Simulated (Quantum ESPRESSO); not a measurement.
Consider PIr2 (Fm-3m).

```xyz
3
Lattice="0.0000 2.7675 2.7675 2.7675 0.0000 2.7675 2.7675 2.7675 0.0000" Properties=species:S:1:pos:R:3 pbc="T T T"
Ir    4.1513    4.1513    4.1513
Ir    1.3838    1.3838    1.3838
P     0.0000    0.0000    0.0000
```

Absorber: atom 3, with 8 Ir at 2.40 Å (cubic, site symmetry m-3m). Method: Quantum ESPRESSO XSpectra, PBEsol, excited-electron core hole (neutral cell), 12-atom cell with 5.5 Å between holes, 6×6×6 k points, dipole transitions, Lorentzian half width 0.3 eV up to 4 eV, rising linearly to 2.5 eV at 25 eV, without spin-orbit coupling.

The database entry behind the starting cell differs from later determinations by our own check (0.1 to 0.3 % short, probably kX units), so it need not match the best structure at ambient conditions.

**Question.** What does the P K edge look like?

Main maxima up to 24 eV above the zero (height): 1.5 eV (2.41), 2.7 eV (1.83), 6.3 eV (1.47) and 10.6 eV (0.79). A K edge sees empty p states on the absorber. The total-energy difference is 2153.78 eV. One term is added: -15.96 eV, since the hole is spin-paired here and a spin-polarised one costs that much less in the free atom (computed apart). The photon energy is then 2137.82 eV. The functional leaves an error in such absolute values: in the free atom PBEsol prices this hole 4.1 eV below PBE (computed apart), and PBE is itself good to a few eV.

The P K spectrum (energy from the energy zero of the input (xe0, at the border of filled and empty states); intensity scaled to a mean of 1 over the first 20 eV; the points at xe0, where the cut of filled states can leave a spike, are interpolated):

```tsv
E (eV)	intensity
-2.0	0.06
-1.5	0.07
-1.0	0.10
-0.5	0.16
0.0	0.35
0.5	0.60
1.0	1.38
1.5	2.40
2.0	2.14
2.5	1.79
3.0	1.80
3.5	1.65
4.0	1.07
4.5	0.90
5.0	1.08
5.5	1.28
6.0	1.43
6.5	1.45
7.0	1.38
7.5	1.38
8.0	1.28
8.5	1.04
9.0	0.82
9.5	0.73
10.0	0.75
10.5	0.79
11.0	0.77
11.5	0.73
12.0	0.71
12.5	0.72
13.0	0.73
13.5	0.73
14.0	0.72
14.5	0.71
15.0	0.70
15.5	0.71
16.0	0.72
16.5	0.71
17.0	0.69
17.5	0.66
18.0	0.63
18.5	0.61
19.0	0.60
19.5	0.59
20.0	0.58
20.5	0.57
21.0	0.55
21.5	0.54
22.0	0.53
22.5	0.53
23.0	0.54
23.5	0.55
24.0	0.57
24.5	0.58
25.0	0.60
25.5	0.62
26.0	0.64
26.5	0.67
27.0	0.69
27.5	0.72
28.0	0.74
28.5	0.77
29.0	0.79
29.5	0.81
30.0	0.83
30.5	0.83
31.0	0.83
31.5	0.83
32.0	0.82
```

The holes are only 5.5 Å apart, so the shape is probably not converged with cell size; no larger cell was run here. The structure is a published determination, not relaxed.

[Banner, clock and machine lines of the logs are left out without a mark of their own.]

[Logs are printed without paths, hosts, clocks, repeated set-up lines and the standing remarks that a program may print on its own settings, such as how far it seeks lower states.]

[Hosts, paths, dates, database ids (printed as entryN), source tags and the programs' standing remarks are cut or masked in the printed files.]

[Lists of maxima count a maximum above −3 eV only where it reaches 4 % of the highest in the window and stands out from its surroundings by 2 % of it (1.5 % where it reaches 55 %); shoulders and weaker maxima are passed over, and of the rest the first, up to two pre-edge ones and the few strongest are named.]
